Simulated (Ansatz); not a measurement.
# Nb (Im-3m, 1 atom in the cell): converging a phonon calculation, part 2 of 3

Wanted: convergence of the phonons of Nb (Im-3m, 1 atom in the cell) against cost.

Ansatz 0.2.0; DFT PBEsol, scalar-relativistic, plane waves, PAW.

So far, highest frequency on the path or at a solved wavevector (cm⁻¹): step 3 (the dispersion) 218; step 4 (q mesh 2×2×2) 218. The relaxed cell has a = 3.271 Å (conventional setting).

The database entry behind the starting cell differs from later determinations by our own check (about 0.8 % long, hydrogen-cycled sample), so it need not match the best structure at ambient conditions.

## (7) The series together

Times are for 4 threads of Arm Neoverse V2, shared host. The series side by side:

```csv
no.,q mesh,k-mesh,mean frequency (cm⁻¹),lowest frequency on the path (cm⁻¹),time,memory (GiB)
1,2×2×2,20×20×20,161.3,0,16 s,1.1
2,3×3×3,21×21×21,143.2,0,54 s,2.2
3,6×6×6,24×24×24,146.4,0,12 min,4.3
```

The runs together. Table of phonon density of states by wavenumber; read off at these points; values in 1/cm⁻¹/cell:

```csv
wavenumber (cm⁻¹),"2×2×2, 20×20×20","3×3×3, 21×21×21","6×6×6, 24×24×24"
5.0,1.0e-5,1.0e-5,3.0e-5
10.0,2.5e-5,2.5e-5,1.2e-4
15.0,6.0e-5,5.0e-5,2.9e-4
20.0,1.3e-4,1.4e-4,5.4e-4
25.0,2.4e-4,2.3e-4,8.9e-4
30.0,3.5e-4,3.4e-4,0.00145
35.0,4.9e-4,4.8e-4,0.00249
40.0,6.4e-4,6.4e-4,0.00493
45.0,8.3e-4,8.2e-4,0.00525
50.0,0.00105,0.00105,0.00517
55.0,0.00129,0.00131,0.0053
60.0,0.00156,0.00161,0.00550
65.0,0.00189,0.00195,0.00574
70.0,0.00224,0.00237,0.00606
75.0,0.00264,0.00283,0.00648
80.0,0.00311,0.00342,0.00690
85.0,0.00362,0.00407,0.00734
90.0,0.0042,0.0049,0.00787
95.0,0.00486,0.00591,0.00852
100.0,0.00563,0.00722,0.00926
105.0,0.00651,0.00904,0.0104
110.0,0.00755,0.0174,0.0125
115.0,0.00875,0.0292,0.0147
120.0,0.0102,0.0526,0.0178
123.0,0.0112,0.0584,0.0205
125.0,0.0120,0.0426,0.0230
130.0,0.0143,0.0472,0.0299
131.0,0.0148,0.0487,0.0317
135.0,0.0174,0.0376,0.0355
139.0,0.0210,0.0323,0.0520
140.0,0.0229,0.0319,0.0486
145.0,0.0281,0.0307,0.0246
150.0,0.0308,0.0290,0.0237
155.0,0.0340,0.0280,0.0234
160.0,0.0371,0.0272,0.0177
165.0,0.0338,0.0267,0.0154
170.0,0.0404,0.0266,0.0153
173.0,0.0535,0.0264,0.0149
175.0,0.0460,0.0266,0.0151
180.0,0.0460,0.0270,0.0169
183.0,0.0608,0.0273,0.0196
185.0,0.0591,0.0276,0.0232
190.0,0.0347,0.0229,0.0392
193.0,0.0279,0.0259,0.0529
195.0,0.0248,0.0191,0.0507
200.0,0.0190,-,0.0279
205.0,0.0144,-,0.0142
210.0,0.0103,-,0.00542
215.0,0.00557,-,0.00424
```

The runs together, line C_V. C_V against temperature; values in J/mol-atom/K:

```csv
temperature (K),"2×2×2, 20×20×20","3×3×3, 21×21×21","6×6×6, 24×24×24"
0,0,0,0
50,5.84,7.61,7.71
100,16.2,17.6,17.3
150,20.4,21.3,21.0
200,22.2,22.8,22.6
250,23.2,23.5,23.4
300,23.7,23.9,23.9
350,24.0,24.2,24.1
400,24.2,24.4,24.3
450,24.4,24.5,24.5
500,24.5,24.6,24.5
550,24.6,24.6,24.6
600,24.6,24.7,24.7
650,24.7,24.7,24.7
700,24.7,24.8,24.7
750,24.7,24.8,24.8
800,24.8,24.8,24.8
850,24.8,24.8,24.8
900,24.8,24.8,24.8
950,24.8,24.8,24.8
1000,24.8,24.9,24.8
```

## (8) Another k mesh, k-mesh 6×6×6, q mesh 2×2×2

The k mesh is changed to 6×6×6 on a small fixed q mesh, to find the coarsest that serves.

Contents of input.yaml:

```yaml
crystal:
  lattice:
    - [-1.635410055, 1.635410055, 1.635410055]
    - [1.635410055, -1.635410055, 1.635410055]
    - [1.635410055, 1.635410055, -1.635410055]
  atoms:
    - { symbol: Nb, position: [0.0, 0.0, 0.0] }
kpoints:
  mp_grid: { grid: [6, 6, 6] }
hamiltonian:
  xc: pbesol
scf:
  occupations: { method: methfessel_paxton, width: 0.2 }
output:
  eigenvalues: true
phonons:
  method: dfpt
  qmesh: [2, 2, 2]
  temperatures: { t_max: 1000, t_step: 50 }
  qpath:
    path:
      - [[0.0, 0.0, 0.0], [0.5, -0.5, 0.5], [0.0, 0.0, 0.5], [0.0, 0.0, 0.0], [0.25, 0.25, 0.25], [0.5, -0.5, 0.5]]
      - [[0.25, 0.25, 0.25], [0.0, 0.0, 0.5]]
    npoints: 10
```

The run is started by

```sh
> ansatz run input.yaml --threads 4 --pin off --max-ram 7168MiB --backend cpu --events-out ev --progress --plain --runs-dir out
```

Numbers of over 12 decimals in the logs are rounded to 6 here.

Log:

```text
[...]
Crystal: 1 atoms, lattice volume = 17.496 Å³
Basis set: ecut = 420 eV, 321 PW (Γ), exchange–correlation on 40×40×40 points (8 copies of the dense FFT grid, shifted against one another)
Bands: 11, of which v1, the nominal top of the filled ones, is band 7 counted from 1 (6 counted from 0)
Symmetry: 48 space group operations
k-points: 16 of 216
[...]
SCF iter   1: F=—  HF=-4495.451755 eV  |F-HF|=—  |Δ(HF+E_count)|=         —  Δρ=4.25e-3  dr2=1.39e-3  ethr=1.77e-3  ⟨swp⟩=4.8  Hψ=946  notcnv=0
[...]
SCF iter   7: F=-4495.451642 eV  HF=-4495.451642 eV  |F-HF|=1.82e-12  |Δ(HF+E_count)|=  2.55e-11  S|Δr|=    0.00e0  Δρ=1.49e-7  dr2=1.72e-12  ethr=1.00e-12  ⟨swp⟩=5.6  Hψ=665  notcnv=0
SCF 1 converged in 7 iterations: F = -4495.451642 eV  dr2 = 1.72e-12
[...]
SCF converged after 7 iterations
[...]
Free energy (F): -4495.451642 eV
[...]
Internal energy: -4495.459397 eV  (E = F + TS)
E sigma→0 (E₀):  -4495.453581 eV
Entropy (-TS):   0.007756 eV (7.756 meV/atom)
Fermi energy:    18.362109 eV
[...]
--- Band table (eV; the first three rows and the last of 16) ---
  k-point 0: bands = [... 3 lower, -11.1423, 12.2597, 18.6534, 18.6534, 18.6534, 21.6495, 21.6495, 32.4396]
  k-point 1: bands = [... 3 lower, -11.1462, 13.3375, 18.0099, 18.3725, 19.7738, 21.0369, 21.6842, 33.0850]
  k-point 2: bands = [... 3 lower, -11.1542, 14.6089, 16.9711, 18.7391, 21.4786, 22.0406, 22.6888, 31.4531]
  k-point 15: bands = [... 3 lower, -12.1673, 14.3513, 14.3513, 24.1558, 24.1558, 24.1558, 27.5488, 27.5488]
[...]
ASR residual: 1.088e-4 → 0.000e0 eV/Å²; symmetrization residual: 2.274e-13 eV/Å²
  ASR residual per site (eV/Å²): 1.09e-4
  Γ frequencies (cm⁻¹): 0.00 0.00 0.00
--- Phonons (arbitrary-q DFPT): 3 irreducible q on the 2×2×2 mesh ---
[...]
interpolated dispersion: 62 rows × 3 modes
[...]
```

It took 1.2 s on 4 threads of Arm Neoverse V2, shared host; peak memory 0.34 GiB; 3.5 s of CPU time.

The run finished; it serves as a test, and its numbers are not taken as the result.

## (9) Another k mesh, k-mesh 10×10×10, q mesh 2×2×2

The k mesh is changed to 10×10×10 on a small fixed q mesh, to find the coarsest that serves.

input.yaml, as its differences from that of step 8:

```diff
@@ -8,3 +8,3 @@
 kpoints:
-  mp_grid: { grid: [6, 6, 6] }
+  mp_grid: { grid: [10, 10, 10] }
 hamiltonian:
```

Log:

```text
[...]
Crystal: 1 atoms, lattice volume = 17.496 Å³
Basis set: ecut = 420 eV, 321 PW (Γ), exchange–correlation on 40×40×40 points (8 copies of the dense FFT grid, shifted against one another)
Bands: 11, of which v1, the nominal top of the filled ones, is band 7 counted from 1 (6 counted from 0)
Symmetry: 48 space group operations
k-points: 47 of 1000
[...]
SCF iter   1: F=—  HF=-4495.430070 eV  |F-HF|=—  |Δ(HF+E_count)|=         —  Δρ=5.60e-3  dr2=4.30e-3  ethr=1.77e-3  ⟨swp⟩=4.9  Hψ=2795  notcnv=0
[...]
SCF iter   6: F=-4495.428712 eV  HF=-4495.428712 eV  |F-HF|=0.00e0  |Δ(HF+E_count)|=  2.66e-10  S|Δr|=    0.00e0  Δρ=1.69e-7  dr2=1.29e-12  ethr=1.00e-12  ⟨swp⟩=4.8  Hψ=2417  notcnv=0
SCF 1 converged in 6 iterations: F = -4495.428712 eV  dr2 = 1.29e-12
[...]
SCF converged after 6 iterations
[...]
Free energy (F): -4495.428712 eV
[...]
Internal energy: -4495.425837 eV  (E = F + TS)
E sigma→0 (E₀):  -4495.427994 eV
Entropy (-TS):   -0.002875 eV (-2.875 meV/atom)
Fermi energy:    18.270334 eV
[...]
--- Band table (eV; the first three rows and the last of 47) ---
  k-point 0: bands = [... 3 lower, -11.2137, 12.2583, 18.6063, 18.6063, 18.6063, 21.6130, 21.6130, 32.4413]
  k-point 1: bands = [... 3 lower, -11.2151, 12.6770, 18.3488, 18.5297, 19.0166, 21.2565, 21.6160, 32.7709]
  k-point 2: bands = [... 3 lower, -11.2189, 13.7127, 17.7476, 18.2125, 20.1959, 20.9809, 21.6838, 33.0724]
  k-point 46: bands = [... 3 lower, -12.2355, 14.3373, 14.3373, 24.0957, 24.0957, 24.0957, 27.5373, 27.5373]
[...]
ASR residual: 2.988e-5 → 0.000e0 eV/Å²; symmetrization residual: 3.221e-13 eV/Å²
  ASR residual per site (eV/Å²): 2.99e-5
  Γ frequencies (cm⁻¹): 0.00 0.00 0.00
--- Phonons (arbitrary-q DFPT): 3 irreducible q on the 2×2×2 mesh ---
[...]
interpolated dispersion: 62 rows × 3 modes
[...]
```

It took 2.8 s on 4 threads; peak memory 0.41 GiB; 9.4 s of CPU time.

The run finished; it serves as a test, and its numbers are not taken as the result.

## (10) Another k mesh, k-mesh 16×16×16, q mesh 2×2×2

The k mesh is changed to 16×16×16 on a small fixed q mesh, to find the coarsest that serves.

input.yaml, as its differences from that of step 9:

```diff
@@ -8,3 +8,3 @@
 kpoints:
-  mp_grid: { grid: [10, 10, 10] }
+  mp_grid: { grid: [16, 16, 16] }
 hamiltonian:
```

Log:

```text
[...]
Crystal: 1 atoms, lattice volume = 17.496 Å³
Basis set: ecut = 420 eV, 321 PW (Γ), exchange–correlation on 40×40×40 points (8 copies of the dense FFT grid, shifted against one another)
Bands: 11, of which v1, the nominal top of the filled ones, is band 7 counted from 1 (6 counted from 0)
Symmetry: 48 space group operations
k-points: 145 of 4096
[...]
k-point 144: bands = [... 3 lower, -12.2476, 14.3343, 14.3343, 24.0860, 24.0860, 24.0860, 27.5352, 27.5352]
[...]
ASR residual: 8.520e-6 → 0.000e0 eV/Å²; symmetrization residual: 2.302e-13 eV/Å²
  ASR residual per site (eV/Å²): 8.52e-6
  Γ frequencies (cm⁻¹): 0.00 0.00 0.00
--- Phonons (arbitrary-q DFPT): 3 irreducible q on the 2×2×2 mesh ---
[...]
interpolated dispersion: 62 rows × 3 modes
[...]
[key lines of the parts left out:]
SCF converged after 6 iterations
Free energy (F): -4495.455188 eV
Fermi energy:    18.239361 eV
```

It took 8.8 s on 4 threads; peak memory 0.73 GiB.

Against step 4 (now k-mesh 16×16×16), the lowest mode on the q mesh (acoustic modes at Γ apart) goes from 141 cm⁻¹ to 149 cm⁻¹ and the mean frequency goes from 161 cm⁻¹ to 166 cm⁻¹.

## (11) Another k mesh, q mesh 2×2×2

The k mesh is changed to 20×20×20 on a small fixed q mesh, to find the coarsest that serves.

input.yaml, as its differences from that of step 10:

```diff
@@ -8,3 +8,3 @@
 kpoints:
-  mp_grid: { grid: [16, 16, 16] }
+  mp_grid: { grid: [20, 20, 20] }
 hamiltonian:
```

Log:

```text
[...]
Crystal: 1 atoms, lattice volume = 17.496 Å³
Basis set: ecut = 420 eV, 321 PW (Γ), exchange–correlation on 40×40×40 points (8 copies of the dense FFT grid, shifted against one another)
Bands: 11, of which v1, the nominal top of the filled ones, is band 7 counted from 1 (6 counted from 0)
Symmetry: 48 space group operations
k-points: 256 of 8000
[...]
k-point 255: bands = [... 3 lower, -12.2478, 14.3343, 14.3343, 24.0857, 24.0857, 24.0857, 27.5352, 27.5352]
[...]
ASR residual: 3.170e-7 → 0.000e0 eV/Å²; symmetrization residual: 4.169e-13 eV/Å²
  ASR residual per site (eV/Å²): 3.17e-7
  Γ frequencies (cm⁻¹): 0.00 0.00 0.00
--- Phonons (arbitrary-q DFPT): 3 irreducible q on the 2×2×2 mesh ---
[...]
interpolated dispersion: 62 rows × 3 modes
[...]
[key lines of the parts left out:]
SCF converged after 6 iterations
Free energy (F): -4495.453428 eV
Fermi energy:    18.247498 eV
```

The job ended after 16 s (4 threads; peak memory 1.1 GiB; 60 s of CPU time).

Against step 10 (now k-mesh 20×20×20), the lowest mode on the q mesh (acoustic modes at Γ apart) goes from 149 cm⁻¹ to 141 cm⁻¹ and the mean frequency goes from 166 cm⁻¹ to 161 cm⁻¹.

## (12) Another k mesh, k-mesh 30×30×30, q mesh 2×2×2

The k mesh is changed to 30×30×30 on a small fixed q mesh, to find the coarsest that serves.

input.yaml, as its differences from that of step 11:

```diff
@@ -8,3 +8,3 @@
 kpoints:
-  mp_grid: { grid: [20, 20, 20] }
+  mp_grid: { grid: [30, 30, 30] }
 hamiltonian:
```

Log:

```text
[...]
Crystal: 1 atoms, lattice volume = 17.496 Å³
Basis set: ecut = 420 eV, 321 PW (Γ), exchange–correlation on 40×40×40 points (8 copies of the dense FFT grid, shifted against one another)
Bands: 11, of which v1, the nominal top of the filled ones, is band 7 counted from 1 (6 counted from 0)
Symmetry: 48 space group operations
k-points: 752 of 27000
[...]
k-point 751: bands = [... 3 lower, -12.2502, 14.3337, 14.3337, 24.0838, 24.0838, 24.0838, 27.5348, 27.5348]
[...]
ASR residual: 2.333e-6 → 0.000e0 eV/Å²; symmetrization residual: 2.472e-13 eV/Å²
  ASR residual per site (eV/Å²): 2.33e-6
  Γ frequencies (cm⁻¹): 0.00 0.00 0.00
--- Phonons (arbitrary-q DFPT): 3 irreducible q on the 2×2×2 mesh ---
[...]
interpolated dispersion: 62 rows × 3 modes
[...]
[key lines of the parts left out:]
SCF converged after 6 iterations
Free energy (F): -4495.453327 eV
Fermi energy:    18.236086 eV
```

Wall time 52 s (4 threads); peak memory 3.1 GiB; 3.2 min of CPU time.

## (13) Comparing the runs

Times are for 4 threads of Arm Neoverse V2, shared host. The series side by side:

```csv
no.,k-mesh,lowest mode on the q mesh (acoustic modes at Γ apart) (cm⁻¹),highest frequency on the path or at a solved wavevector (cm⁻¹),time,memory (GiB)
1,16×16×16,149.4,219.1,8.8 s,0.73
2,20×20×20,141.3,217.8,16 s,1.1
3,30×30×30,140.8,219.4,52 s,3.1
```

The runs together. The phonon density of states by wavenumber; read off at these points; values in 1/cm⁻¹/cell:

```csv
wavenumber (cm⁻¹),16×16×16,20×20×20,30×30×30
1.0,0,0,0
7.0,1.0e-5,1.0e-5,1.0e-5
13.0,4.0e-5,4.0e-5,4.0e-5
19.0,9.0e-5,1.1e-4,1.1e-4
25.0,2.2e-4,2.4e-4,2.5e-4
31.0,3.3e-4,3.7e-4,3.7e-4
37.0,4.9e-4,5.5e-4,5.5e-4
43.0,6.7e-4,7.5e-4,7.6e-4
49.0,9.0e-4,0.00101,0.00103
55.0,0.00115,0.00129,0.00131
59.0,0.00134,0.0015,0.00152
65.0,0.00168,0.00189,0.00192
71.0,0.00206,0.00231,0.00234
77.0,0.00249,0.00282,0.00286
83.0,0.003,0.0034,0.00345
89.0,0.00357,0.00407,0.00413
95.0,0.00426,0.00486,0.00494
101.0,0.00503,0.0058,0.00589
107.0,0.00597,0.0069,0.00702
113.0,0.00705,0.00824,0.00838
119.0,0.00839,0.00993,0.0101
125.0,0.00998,0.0120,0.0122
131.0,0.012,0.0148,0.0150
137.0,0.0146,0.019,0.0195
143.0,0.0185,0.0273,0.0277
149.0,0.0261,0.0302,0.0307
155.0,0.0311,0.0340,0.0347
161.0,0.0351,0.0369,0.0348
165.0,0.0387,0.0338,0.0341
171.0,0.0375,0.0432,0.0502
177.0,0.0496,0.0419,0.0415
179.0,0.0515,0.0424,0.0459
183.0,0.0448,0.0608,0.0568
189.0,0.0703,0.0376,0.0338
195.0,0.0335,0.0248,0.0235
201.0,0.0224,0.0180,0.0176
207.0,0.0157,0.0128,0.0128
213.0,0.00992,0.00764,0.00836
219.0,0.00106,0,0.0014
```

The runs together, line C_V. Table of C_V by temperature; values in J/mol-atom/K:

```csv
temperature (K),16×16×16,20×20×20,30×30×30
0,0,0,0
50,5.45,5.84,5.88
100,15.8,16.2,16.2
150,20.2,20.4,20.4
200,22.1,22.2,22.3
250,23.1,23.2,23.2
300,23.6,23.7,23.7
350,24.0,24.0,24.0
400,24.2,24.2,24.2
450,24.3,24.4,24.4
500,24.5,24.5,24.5
550,24.5,24.6,24.6
600,24.6,24.6,24.6
650,24.7,24.7,24.7
700,24.7,24.7,24.7
750,24.7,24.7,24.7
800,24.8,24.8,24.8
850,24.8,24.8,24.8
900,24.8,24.8,24.8
950,24.8,24.8,24.8
1000,24.8,24.8,24.8
```

## (14) Another cutoff, cutoff 170 eV, q mesh 2×2×2

The cutoff is set to 170 eV on a small fixed q mesh.

input.yaml, as its differences from that of step 12:

```diff
@@ -8,3 +8,3 @@
 kpoints:
-  mp_grid: { grid: [30, 30, 30] }
+  mp_grid: { grid: [20, 20, 20] }
 hamiltonian:
@@ -24 +24,3 @@
     npoints: 10
+basis:
+  ecutwfc: 170
```

Log:

```text
Warning: basis.ecutwfc = 170 eV is below the records' recommended 420 eV, and the density's cutoff is lower with it unless basis.ecutrho_ratio is high enough to keep the records' density cutoff: compare with a run at a higher cutoff
[...]
Crystal: 1 atoms, lattice volume = 17.496 Å³
Basis set: ecut = 170 eV, 87 PW (Γ), exchange–correlation on 30×30×30 points (8 copies of the dense FFT grid, shifted against one another)
Bands: 11, of which v1, the nominal top of the filled ones, is band 7 counted from 1 (6 counted from 0)
Symmetry: 48 space group operations
k-points: 256 of 8000
[...]
SCF iter   1: F=—  HF=-4489.304159 eV  |F-HF|=—  |Δ(HF+E_count)|=         —  Δρ=1.08e-1  dr2=1.13e0  ethr=1.77e-3  ⟨swp⟩=4.9  Hψ=14854  notcnv=0
[...]
SCF iter   7: F=-4488.734786 eV  HF=-4488.734786 eV  |F-HF|=3.64e-12  |Δ(HF+E_count)|=  5.64e-11  S|Δr|=    0.00e0  Δρ=1.07e-7  dr2=1.13e-12  ethr=1.00e-12  ⟨swp⟩=5.2  Hψ=9825  notcnv=0
the search or the solves at the SCF's close seem to have found levels that the self-consistency loop had missed (the run counts 1). By its estimate they hold under 1e-12 electrons; where the run keeps them, the occupations were computed again with them
SCF 1 converged in 7 iterations: F = -4488.734786 eV  dr2 = 1.13e-12
[...]
SCF converged after 7 iterations
[...]
Free energy (F): -4488.734786 eV
[...]
Internal energy: -4488.733753 eV  (E = F + TS)
E sigma→0 (E₀):  -4488.734527 eV
Entropy (-TS):   -0.001033 eV (-1.033 meV/atom)
Fermi energy:    18.605591 eV
[...]
--- Band table (eV; the first three rows and the last of 256) ---
  k-point 0: bands = [... 3 lower, -12.0270, 12.2977, 18.9406, 18.9406, 18.9406, 21.6674, 21.6674, 32.8841]
  k-point 1: bands = [... 3 lower, -11.9584, 12.4139, 18.8763, 19.0217, 19.2234, 21.5687, 21.6716, 32.9721]
  k-point 2: bands = [... 3 lower, -12.0130, 12.7292, 18.6962, 18.9509, 19.5141, 21.3489, 21.6881, 33.2030]
  k-point 255: bands = [... 3 lower, -13.0418, 14.4833, 14.4833, 24.2836, 24.2836, 24.2836, 28.2453, 28.2453]
[...]
ASR residual: 1.149e-4 → 0.000e0 eV/Å²; symmetrization residual: 1.895e-14 eV/Å²
  ASR residual per site (eV/Å²): 1.15e-4
  Γ frequencies (cm⁻¹): 0.00 0.00 0.00
--- Phonons (arbitrary-q DFPT): 3 irreducible q on the 2×2×2 mesh ---
[...]
interpolated dispersion: 62 rows × 3 modes
[...]
```

Wall time 8.1 s (4 threads); peak memory 0.77 GiB.

The run finished; it serves as a test, and its numbers are not taken as the result.

## (15) Another cutoff, cutoff 230 eV, q mesh 2×2×2

The cutoff is set to 230 eV on a small fixed q mesh.

input.yaml, as its differences from that of step 14:

```diff
@@ -25,2 +25,2 @@
 basis:
-  ecutwfc: 170
+  ecutwfc: 230
```

Log:

```text
[...]
Crystal: 1 atoms, lattice volume = 17.496 Å³
Basis set: ecut = 230 eV, 141 PW (Γ), exchange–correlation on 30×30×30 points (8 copies of the dense FFT grid, shifted against one another)
Bands: 11, of which v1, the nominal top of the filled ones, is band 7 counted from 1 (6 counted from 0)
Symmetry: 48 space group operations
k-points: 256 of 8000
[...]
SCF iter   1: F=—  HF=-4494.715624 eV  |F-HF|=—  |Δ(HF+E_count)|=         —  Δρ=2.71e-2  dr2=5.77e-2  ethr=1.77e-3  ⟨swp⟩=5.0  Hψ=14804  notcnv=0
[...]
SCF iter   6: F=-4494.690996 eV  HF=-4494.690996 eV  |F-HF|=1.82e-12  |Δ(HF+E_count)|=   2.29e-9  S|Δr|=    0.00e0  Δρ=2.77e-7  dr2=3.44e-12  ethr=1.00e-12  ⟨swp⟩=4.4  Hψ=13251  notcnv=0
SCF 1 converged in 6 iterations: F = -4494.690996 eV  dr2 = 3.44e-12
[...]
SCF converged after 6 iterations
[...]
Free energy (F): -4494.690996 eV
[...]
Internal energy: -4494.692151 eV  (E = F + TS)
E sigma→0 (E₀):  -4494.691285 eV
Entropy (-TS):   0.001155 eV (1.155 meV/atom)
Fermi energy:    18.289309 eV
[...]
--- Band table (eV; the first three rows and the last of 256) ---
  k-point 0: bands = [... 3 lower, -11.3754, 12.2579, 18.6031, 18.6031, 18.6031, 21.6470, 21.6470, 32.5580]
  k-point 1: bands = [... 3 lower, -11.3653, 12.3668, 18.5369, 18.5892, 18.7058, 21.5508, 21.6823, 32.6498]
  k-point 2: bands = [... 3 lower, -11.3652, 12.6788, 18.3513, 18.5320, 19.0109, 21.3039, 21.6854, 32.8895]
  k-point 255: bands = [... 3 lower, -12.3222, 14.4176, 14.4176, 24.2503, 24.2503, 24.2503, 27.8217, 27.8217]
[...]
ASR residual: 1.060e-4 → 0.000e0 eV/Å²; symmetrization residual: 2.063e-14 eV/Å²
  ASR residual per site (eV/Å²): 1.06e-4
  Γ frequencies (cm⁻¹): 0.00 0.00 0.00
--- Phonons (arbitrary-q DFPT): 3 irreducible q on the 2×2×2 mesh ---
[...]
interpolated dispersion: 62 rows × 3 modes
[...]
```

The job ended after 9.1 s (4 threads; peak memory 0.8 GiB).

The run finished; it serves as a test, and its numbers are not taken as the result.

(Continued in part 3 of 3.)

[Logs are printed without paths, hosts, clocks, repeated set-up lines and the standing remarks that a program may print on its own settings, such as how far it seeks lower states.]

[Hosts, paths, dates, database ids (printed as entryN), source tags and the programs' standing remarks are cut or masked in the printed files.]
